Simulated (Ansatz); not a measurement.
# Mo2NO2 monolayer: a soft mode frozen in, part 2 of 3

Aim: this structure of Mo2NO2 monolayer is to be tested for unstable modes, and one is followed downhill.

Ansatz 0.2.0; DFT PBEsol, scalar-relativistic, plane waves, PAW.

So far, highest frequency on the path or at a solved wavevector (cm⁻¹): step 2 (the dispersion) 720. Also lowest frequency on the path (cm⁻¹): step 2 -172.

## (6) Relaxation from the frozen mode

Starting from the lowest point found, all atoms and the cell are let go, so that strain and other modes of the same symmetry can join in.

Contents of input.yaml:

```yaml
crystal:
  lattice:
    - [3.1277744238, 0.0, 0.0]
    - [-1.0e-10, 5.4174642167, 0.0]
    - [0.0, 0.0, 32.6]
  atoms:
    - { symbol: "N", position: [1.0255772921, 0.0, 0.3067484663] }
    - { symbol: "N", position: [0.4744227079, 0.5, 0.3067484663] }
    - { symbol: Mo, position: [-0.0235092331, 0.3333333333, 0.3385189321] }
    - { symbol: Mo, position: [0.5235092331, 0.8333333333, 0.3385189321] }
    - { symbol: Mo, position: [0.5235092331, 0.1666666667, 0.2749780005] }
    - { symbol: Mo, position: [0.9764907669, 0.6666666667, 0.2749780005] }
    - { symbol: O, position: [0.4864211763, 0.1666666667, 0.3700080734] }
    - { symbol: O, position: [1.0135788237, 0.6666666667, 0.3700080734] }
    - { symbol: O, position: [0.0135788237, 0.3333333333, 0.2434888592] }
    - { symbol: O, position: [0.4864211763, 0.8333333333, 0.2434888592] }
  periodic: [true, true, false]
kpoints:
  mp_grid: { grid: [12, 8, 1] }
hamiltonian:
  xc: pbesol
scf:
  occupations: { method: methfessel_paxton, width: 0.15 }
output:
  forces: true
  stress: true
  eigenvalues: true
  write_density: true
  write_potential: true
  elf: true
  volumetric_format: npy
relax:
  adjacent_minimum: "off"
  f_tol: 0.002
  max_steps: 120
  cell: { stress_2d_tol: 0.005 }
```

The run is started by

```
> ansatz run input.yaml --threads 8 --pin off --max-ram 14336MiB --backend cpu --events-out ev --progress --plain --runs-dir out
```

Numbers of over 12 decimals in the logs are rounded to 6 here.

Log:

```text
[...]
Crystal: 10 atoms, lattice volume = 552.394 Å³
Basis set: ecut = 420 eV, 10793 PW (Γ), exchange–correlation on 48×80×450 points (8 copies of the dense FFT grid, shifted against one another)
Bands: 55, of which v1, the nominal top of the filled ones, is band 45 counted from 1 (44 counted from 0)
Symmetry: 4 space group operations
[...]
k-points: 35 of 96
[...]
SCF iter   1: F=—  HF=-22591.551717 eV  |F-HF|=—  |Δ(HF+E_count)|=         —  Δρ=5.86e-3  dr2=1.45e-1  ethr=1.77e-3  ⟨swp⟩=11.9  Hψ=13281  notcnv=0
[...]
SCF iter   9: F=-22591.531488 eV  HF=-22591.531488 eV  |F-HF|=1.46e-9  |Δ(HF+E_count)|=   3.51e-8  S|Δr|=    0.00e0  Δρ=9.93e-8  dr2=4.56e-11  ethr=1.00e-12  ⟨swp⟩=11.3  Hψ=17515  notcnv=0
SCF 1 converged in 9 iterations: F = -22591.531488 eV  dr2 = 4.56e-11
[...]
relax step   1: F+E_penalty+E_count = -22591.53148846 eV  Δ(F+E_penalty+E_count) = +0.000e0 eV  max|allowed force component| = 1.701e-1 eV/Å  Δτ_max = 0.0000 Å  P = -0.375 N/m  Ω = 552.394 Å³  fix = [c, alpha, beta]  reactions: c +0.000 N/m; alpha +0.000 N/m/rad  (9 SCF iters, dr2 threshold 1.00e-7 eV, accepted)
Crystal: 10 atoms, lattice volume = 549.105 Å³
Basis set: ecut = 420 eV, 10721 PW (Γ), exchange–correlation on 48×80×450 points (8 copies of the dense FFT grid, shifted against one another)
[...]
iter 1 solved again at ethr=5.84e-6 eV; its pass at ethr=3.10e-3 eV (dr2=5.25e-3 eV) is discarded
[...]
SCF iter   5: F=-22591.539899 eV  HF=-22591.539898 eV  |F-HF|=1.36e-6  |Δ(HF+E_count)|=   2.42e-6  S|Δr|=    0.00e0  Δρ=7.06e-6  dr2=1.53e-7  ethr=1.11e-9  ⟨swp⟩=26.8  Hψ=27756  notcnv=0
SCF 2 converged in 5 iterations: F = -22591.539899 eV  dr2 = 1.53e-7
  Residual-converged pass: ⟨swp⟩=1.0  Hψ=2066  notcnv=0  max |occ|·‖R‖ = 7.1e-9 eV (tolerance 1.0e-8 eV)  dr2=1.53e-7  dr2_onsite=9.49e-9  max |Δocc| = 1.5e-10
relax step   2: F+E_penalty+E_count = -22591.53989923 eV  Δ(F+E_penalty+E_count) = -8.411e-3 eV  max|allowed force component| = 1.138e-1 eV/Å  Δτ_max = 0.0178 Å  P = +0.093 N/m  Ω = 549.105 Å³  energy of the carried Pulay correction = +2.568e-3 eV  fix = [c, alpha, beta]  reactions: c -0.000 N/m; alpha +0.000 N/m/rad  (5 SCF iters, dr2 threshold 1.00e-6 eV, accepted)
Crystal: 10 atoms, lattice volume = 548.947 Å³
Basis set: ecut = 420 eV, 10723 PW (Γ), exchange–correlation on 48×80×450 points (8 copies of the dense FFT grid, shifted against one another)
[...]
SCF iter   5: F=-22591.548140 eV  HF=-22591.548139 eV  |F-HF|=5.96e-7  |Δ(HF+E_count)|=   5.68e-7  S|Δr|=    0.00e0  Δρ=3.08e-6  dr2=3.14e-8  ethr=7.69e-10  ⟨swp⟩=15.2  Hψ=23037  notcnv=0
SCF 3 converged in 5 iterations: F = -22591.548140 eV  dr2 = 3.14e-8
relax step   3: F+E_penalty+E_count = -22591.54813978 eV  Δ(F+E_penalty+E_count) = -8.241e-3 eV  max|allowed force component| = 1.391e-1 eV/Å  Δτ_max = 0.0053 Å  P = +0.134 N/m  Ω = 548.947 Å³  energy of the carried Pulay correction = +2.691e-3 eV  fix = [c, alpha, beta]  reactions: c -0.000 N/m; alpha +0.000 N/m/rad  (5 SCF iters, dr2 threshold 1.00e-6 eV, accepted)
[... from here on, the SCF cycles and remarks between the steps are left out ...]
relax step   4: F+E_penalty+E_count = -22591.57033823 eV  Δ(F+E_penalty+E_count) = -2.220e-2 eV  max|allowed force component| = 2.527e-1 eV/Å  Δτ_max = 0.0161 Å  P = +0.558 N/m  Ω = 546.276 Å³  energy of the carried Pulay correction = +4.788e-3 eV  fix = [c, alpha, beta]  reactions: c +0.000 N/m; alpha +0.000 N/m/rad  (5 SCF iters, dr2 threshold 1.00e-6 eV, accepted)
relax step   5: F+E_penalty+E_count = -22591.64404222 eV  Δ(F+E_penalty+E_count) = -7.370e-2 eV  max|allowed force component| = 4.773e-1 eV/Å  Δτ_max = 0.0223 Å  P = +0.314 N/m  Ω = 544.642 Å³  energy of the carried Pulay correction = +6.076e-3 eV  fix = [c, alpha, beta]  reactions: c +0.000 N/m; alpha +0.000 N/m/rad  (5 SCF iters, dr2 threshold 1.00e-6 eV, accepted)
relax step   6: F+E_penalty+E_count = -22591.92881587 eV  Δ(F+E_penalty+E_count) = -2.848e-1 eV  max|allowed force component| = 4.808e-1 eV/Å  Δτ_max = 0.0521 Å  P = -0.977 N/m  Ω = 544.481 Å³  energy of the carried Pulay correction = +6.204e-3 eV  fix = [c, alpha, beta]  reactions: c +0.000 N/m; alpha +0.000 N/m/rad  (6 SCF iters, dr2 threshold 1.00e-6 eV, accepted)
relax step   7: F+E_penalty+E_count = -22592.08730760 eV  Δ(F+E_penalty+E_count) = -1.585e-1 eV  max|allowed force component| = 3.471e-1 eV/Å  Δτ_max = 0.0582 Å  P = +0.306 N/m  Ω = 534.854 Å³  energy of the carried Pulay correction = +1.387e-2 eV  fix = [c, alpha, beta]  reactions: c -0.000 N/m; alpha +0.000 N/m/rad  (6 SCF iters, dr2 threshold 1.00e-6 eV, accepted)
relax step   8: F+E_penalty+E_count = -22592.14175934 eV  Δ(F+E_penalty+E_count) = -5.445e-2 eV  max|allowed force component| = 2.360e-1 eV/Å  Δτ_max = 0.0386 Å  P = +0.441 N/m  Ω = 532.235 Å³  energy of the carried Pulay correction = +1.598e-2 eV  fix = [c, alpha, beta]  reactions: c -0.000 N/m; alpha -0.000 N/m/rad  (6 SCF iters, dr2 threshold 1.00e-6 eV, accepted)
relax step   9: F+E_penalty+E_count = -22592.14870808 eV  Δ(F+E_penalty+E_count) = -6.949e-3 eV  max|allowed force component| = 5.989e-2 eV/Å  Δτ_max = 0.0181 Å  P = -0.049 N/m  Ω = 535.179 Å³  energy of the carried Pulay correction = +1.361e-2 eV  fix = [c, alpha, beta]  reactions: c +0.000 N/m; alpha -0.000 N/m/rad  (5 SCF iters, dr2 threshold 1.00e-6 eV, accepted)
relax step  10: F+E_penalty+E_count = -22592.14921077 eV  Δ(F+E_penalty+E_count) = -5.027e-4 eV  max|allowed force component| = 3.072e-2 eV/Å  Δτ_max = 0.0033 Å  P = -0.046 N/m  Ω = 535.302 Å³  energy of the carried Pulay correction = +1.351e-2 eV  fix = [c, alpha, beta]  reactions: c +0.000 N/m; alpha +0.000 N/m/rad  (5 SCF iters, dr2 threshold 2.24e-7 eV, accepted)
relax step  11: F+E_penalty+E_count = -22592.14936931 eV  Δ(F+E_penalty+E_count) = -1.585e-4 eV  max|allowed force component| = 7.898e-3 eV/Å  Δτ_max = 0.0012 Å  P = +0.030 N/m  Ω = 535.237 Å³  energy of the carried Pulay correction = +1.357e-2 eV  fix = [c, alpha, beta]  reactions: c +0.000 N/m; alpha -0.000 N/m/rad  (4 SCF iters, dr2 threshold 5.90e-8 eV, accepted)
relax step  12: F+E_penalty+E_count = -22592.14936775 eV  Δ(F+E_penalty+E_count) = +1.560e-6 eV  max|allowed force component| = 8.293e-4 eV/Å  Δτ_max = 0.0005 Å  P = -0.000 N/m  Ω = 535.249 Å³  energy of the carried Pulay correction = +1.356e-2 eV  fix = [c, alpha, beta]  reactions: c -0.000 N/m; alpha -0.000 N/m/rad  (4 SCF iters, dr2 threshold 3.90e-9 eV, accepted)
relax step  13: F+E_penalty+E_count = -22592.15991646 eV  Δ(F+E_penalty+E_count) = -1.055e-2 eV  max|allowed force component| = 1.467e-3 eV/Å  Δτ_max = 0.0000 Å  P = +0.092 N/m  Ω = 535.249 Å³  fix = [c, alpha, beta]  reactions: c -0.000 N/m; alpha +0.000 N/m/rad  stress off target by 4.26e-1 N/m on what of the cell is left free  SCF on the basis re-selected at this cell (its energy is not comparable with the rows above)  (9 SCF iters)
relax step  14: F+E_penalty+E_count = -22592.16067321 eV  Δ(F+E_penalty+E_count) = -7.568e-4 eV  max|allowed force component| = 1.382e-2 eV/Å  Δτ_max = 0.0031 Å  P = -0.002 N/m  Ω = 535.188 Å³  energy of the carried Pulay correction = +5.061e-5 eV  fix = [c, alpha, beta]  reactions: c -0.000 N/m; alpha +0.000 N/m/rad  (5 SCF iters, dr2 threshold 2.28e-7 eV, accepted)
relax step  15: F+E_penalty+E_count = -22592.16071644 eV  Δ(F+E_penalty+E_count) = -4.323e-5 eV  max|allowed force component| = 2.534e-3 eV/Å  Δτ_max = 0.0005 Å  P = +0.006 N/m  Ω = 535.155 Å³  energy of the carried Pulay correction = +7.711e-5 eV  fix = [c, alpha, beta]  reactions: c +0.000 N/m; alpha -0.000 N/m/rad  (5 SCF iters, dr2 threshold 1.19e-8 eV, accepted)
relax step  16: F+E_penalty+E_count = -22592.16069059 eV  Δ(F+E_penalty+E_count) = +2.585e-5 eV  max|allowed force component| = 9.267e-4 eV/Å  Δτ_max = 0.0002 Å  P = -0.003 N/m  Ω = 535.188 Å³  energy of the carried Pulay correction = +5.040e-5 eV  fix = [c, alpha, beta]  reactions: c +0.000 N/m; alpha -0.000 N/m/rad  (5 SCF iters, dr2 threshold 4.01e-10 eV, accepted)
relax step  17: F+E_penalty+E_count = -22592.16070081 eV  Δ(F+E_penalty+E_count) = -1.022e-5 eV  max|allowed force component| = 3.736e-4 eV/Å  Δτ_max = 0.0002 Å  P = -0.002 N/m  Ω = 535.176 Å³  energy of the carried Pulay correction = +6.023e-5 eV  fix = [c, alpha, beta]  reactions: c +0.000 N/m; alpha +0.000 N/m/rad  (5 SCF iters, dr2 threshold 5.77e-11 eV, accepted)
relax step  18: F+E_penalty+E_count = -22592.16070343 eV  Δ(F+E_penalty+E_count) = -2.615e-6 eV  max|allowed force component| = 3.718e-4 eV/Å  Δτ_max = 0.0000 Å  P = -0.002 N/m  Ω = 535.176 Å³  fix = [c, alpha, beta]  reactions: c +0.000 N/m; alpha +0.000 N/m/rad  stress off target by 1.39e-2 N/m on what of the cell is left free  SCF on the basis re-selected at this cell (its energy is not comparable with the rows above)  (6 SCF iters)
relax step  19: F+E_penalty+E_count = -22592.16071934 eV  Δ(F+E_penalty+E_count) = -1.592e-5 eV  max|allowed force component| = 2.449e-4 eV/Å  Δτ_max = 0.0001 Å  P = +0.001 N/m  Ω = 535.157 Å³  energy of the carried Pulay correction = +1.496e-5 eV  fix = [c, alpha, beta]  reactions: c +0.000 N/m; alpha -0.000 N/m/rad  (5 SCF iters, dr2 threshold 2.41e-10 eV, accepted)
[...]
SCF iter   8: F=-22592.160697 eV  HF=-22592.160697 eV  |F-HF|=4.37e-10  |Δ(HF+E_count)|=  3.27e-11  S|Δr|=    0.00e0  Δρ=5.04e-9  dr2=1.07e-13  ethr=1.00e-12  ⟨swp⟩=13.5  Hψ=12536  notcnv=0
SCF 20 converged in 8 iterations: F = -22592.160697 eV  dr2 = 1.07e-13
relax step  20: F+E_penalty+E_count = -22592.16069678 eV  Δ(F+E_penalty+E_count) = +2.257e-5 eV  max|allowed force component| = 2.457e-4 eV/Å  Δτ_max = 0.0000 Å  P = +0.001 N/m  Ω = 535.157 Å³  fix = [c, alpha, beta]  reactions: c +0.000 N/m; alpha +0.000 N/m/rad  stress off target by 2.18e-3 N/m on what of the cell is left free  SCF on the basis re-selected at this cell (its energy is not comparable with the rows above)  (8 SCF iters)
basis re-selected at this cell: Δ(F+E_penalty+E_count) = +2.257e-5 eV, ΔP = -0.000 N/m vs the last step (what re-selecting the basis moved, of the pressure what is left beyond the Pulay correction that the steps carried, after the strain that the cell walked since its last selection, with what the two solves' SCF thresholds leave and, on support functions, any second-order correction that the steps lacked; it is no m [...]
WARN: The output density's exchange-correlation potential varies sharply where the density is thin. Do not read a vacuum level from v_tot or v_xc, or from such a field of the output density. On a cell that repeats whose density bears no net charge and no dipole along the vacuum's axis use v_es (v_loc + v_h of the components); under efield.dipole_correction with no amplitude use v_es + v_field, which holds any externa [...]
SCF converged after 8 iterations
[...]
Free energy (F): -22592.160697 eV
[...]
Internal energy: -22592.163532 eV  (E = F + TS)
E sigma→0 (E₀):  -22592.161405 eV
Entropy (-TS):   0.002835 eV (0.283 meV/atom)
Fermi energy:    -5.859332 eV
Step filling:    the computed levels leave a gap of 0.0436 eV = 0.3 smearing widths at the electron count; against every level under it full and every level over it empty, smearing changes F+E_penalty+E_count by +0.093 meV and its σ→0 estimate by -0.616 meV
[...]
--- Forces (eV/Å), atoms counted from 1 ---
  atom   1  N      0.00024571     0.00000000     0.00000000
  atom   2  N     -0.00024571    -0.00000000    -0.00000000
  atom   3  Mo     0.00023824    -0.00004804     0.00013994
  atom   4  Mo    -0.00023824    -0.00004804     0.00013994
  atom   5  Mo    -0.00023824     0.00004804    -0.00013994
  atom   6  Mo     0.00023824     0.00004804    -0.00013994
  atom   7  O      0.00014936     0.00003886    -0.00008672
  atom   8  O     -0.00014936     0.00003886    -0.00008672
  atom   9  O     -0.00014936    -0.00003886     0.00008672
  atom  10  O      0.00014936    -0.00003886     0.00008672
  max |Σ_I F_I| component: 0.00e0 eV/Å
--- 2D stress c σ (N/m, compression-positive) ---
        0.002183       0.000000      -0.000000
        0.000000      -0.000191      -0.000000
       -0.000000      -0.000000      -0.000000
  P = ½ c Tr σ = 0.0010 N/m
--- Band table (eV; the first three rows and the last of 35) ---
  k-point 0: bands = [... 41 lower, -8.1829, -7.7526, -7.1295, -6.5056, -5.9816, -5.3221, -4.6851, -4.2749, ... 6 higher]
  k-point 1: bands = [... 41 lower, -8.1045, -7.7734, -7.2892, -6.5936, -5.6848, -5.1936, -4.8714, -4.1593, ... 6 higher]
  k-point 2: bands = [... 41 lower, -7.9778, -7.8584, -7.4355, -6.5747, -5.2754, -5.0589, -4.9555, -4.1443, ... 6 higher]
  k-point 34: bands = [... 41 lower, -8.0869, -6.9425, -6.9425, -5.5198, -5.5198, -5.0969, -5.0969, -4.3466, ... 6 higher]
--- Relaxed structure (17 steps of the walk, 17 accepted, 3 SCFs on fresh bases) ---
  F+E_penalty+E_count = -22592.16069678 eV   max|allowed force component| = 2.457e-4 eV/Å   (the final SCF, on the basis selected at the relaxed cell)
  cell:  # Å, volume = 535.1574 Å³
    - [3.307410, 3.052544505743315e-11, 0]
    - [-4.580889353921564e-11, 4.963361, 0]
    - [0, 0, 32.6]
  atoms:
    - { symbol: N, position: [1.055342, 5.551131801154883e-19, 0.306748] }
    - { symbol: N, position: [0.444658, 0.500000, 0.306748] }
    - { symbol: Mo, position: [-0.061530, 0.351476, 0.340447] }
    - { symbol: Mo, position: [0.561530, 0.851476, 0.340447] }
    - { symbol: Mo, position: [0.561530, 0.148524, 0.273049] }
    - { symbol: Mo, position: [0.938470, 0.648524, 0.273049] }
    - { symbol: O, position: [0.459369, 0.192354, 0.371875] }
    - { symbol: O, position: [1.040631, 0.692354, 0.371875] }
    - { symbol: O, position: [0.040631, 0.307646, 0.241622] }
    - { symbol: O, position: [0.459369, 0.807646, 0.241622] }
```

The job ended after 4.3 min (8 threads of Arm Neoverse V2, shared host; peak memory 2.1 GiB).

Step by step:

| step | energy less that of the first step (eV) | largest force component (eV/Å) | volume (Å³) |
| --- | --- | --- | --- |
| 1 | 0.0000 | 0.1701 | 552.39 |
| 2 | -0.0084 | 0.1138 | 549.10 |
| 3 | -0.0167 | 0.1391 | 548.95 |
| 4 | -0.0389 | 0.2527 | 546.28 |
| 5 | -0.1126 | 0.4773 | 544.64 |
| 6 | -0.3973 | 0.4808 | 544.48 |
| 7 | -0.5558 | 0.3471 | 534.85 |
| 8 | -0.6103 | 0.2360 | 532.23 |
| 9 | -0.6172 | 0.0599 | 535.18 |
| 10 | -0.6177 | 0.0307 | 535.30 |
| 11 | -0.6179 | 0.0079 | 535.24 |
| 12 | -0.6179 | 0.0008 | 535.25 |
| 13* | -0.6284 | 0.0015 | 535.25 |
| 14 | -0.6292 | 0.0138 | 535.19 |
| 15 | -0.6292 | 0.0025 | 535.15 |
| 16 | -0.6292 | 0.0009 | 535.19 |
| 17 | -0.6292 | 0.0004 | 535.18 |
| 18* | -0.6292 | 0.0004 | 535.18 |
| 19 | -0.6292 | 0.0002 | 535.16 |
| 20* | -0.6292 | 0.0002 | 535.16 |

Relaxation steps marked * repeat the geometry before them on a plane-wave basis chosen anew for their cell, so energy and pressure can jump there.

The run keeps the 4 symmetry operations that it works with, so distortions that break them were not tested.

| cell as run | before | after | change |
| --- | --- | --- | --- |
| a (Å) | 3.128 | 3.307 | +5.7 % |
| b (Å) | 5.417 | 4.963 | -8.4 % |

The atoms that moved most (Å, along periodic axes as changes of fractional coordinates times the final cell, across vacuum about the mean position):

| atom | dx | dy | dz | length |
| --- | --- | --- | --- | --- |
| O8 | 0.089 | 0.127 | 0.061 | 0.167 |
| O10 | -0.089 | -0.127 | -0.061 | 0.167 |
| O7 | -0.089 | 0.127 | 0.061 | 0.167 |
| O9 | 0.089 | -0.127 | -0.061 | 0.167 |
| Mo4 | 0.126 | 0.090 | 0.063 | 0.167 |
| Mo6 | -0.126 | -0.090 | -0.063 | 0.167 |
| Mo5 | 0.126 | -0.090 | -0.063 | 0.167 |
| Mo3 | -0.126 | 0.090 | 0.063 | 0.167 |

Final coordinates:

```xyz
10
Lattice="3.3074 0.0000 0.0000 0.0000 4.9634 0.0000 0.0000 0.0000 32.6000" Properties=species:S:1:pos:R:3
N     3.4905    0.0000   10.0000
N     1.4707    2.4817   10.0000
Mo   -0.2035    1.7445   11.0986
Mo    1.8572    4.2262   11.0986
Mo    1.8572    0.7372    8.9014
Mo    3.1039    3.2189    8.9014
O     1.5193    0.9547   12.1231
O     3.4418    3.4364   12.1231
O     0.1344    1.5270    7.8769
O     1.5193    4.0086    7.8769
```

Numbers from this step:

| Property | Result |
| --- | --- |
| area per atom | 1.642 Å² |

(Part 2 of 3 ends here.)

[Logs are printed without paths, hosts, clocks, repeated set-up lines and the standing remarks that a program may print on its own settings, such as how far it seeks lower states.]

[Hosts, paths, dates, database ids (printed as entryN), source tags and the programs' standing remarks are cut or masked in the printed files.]
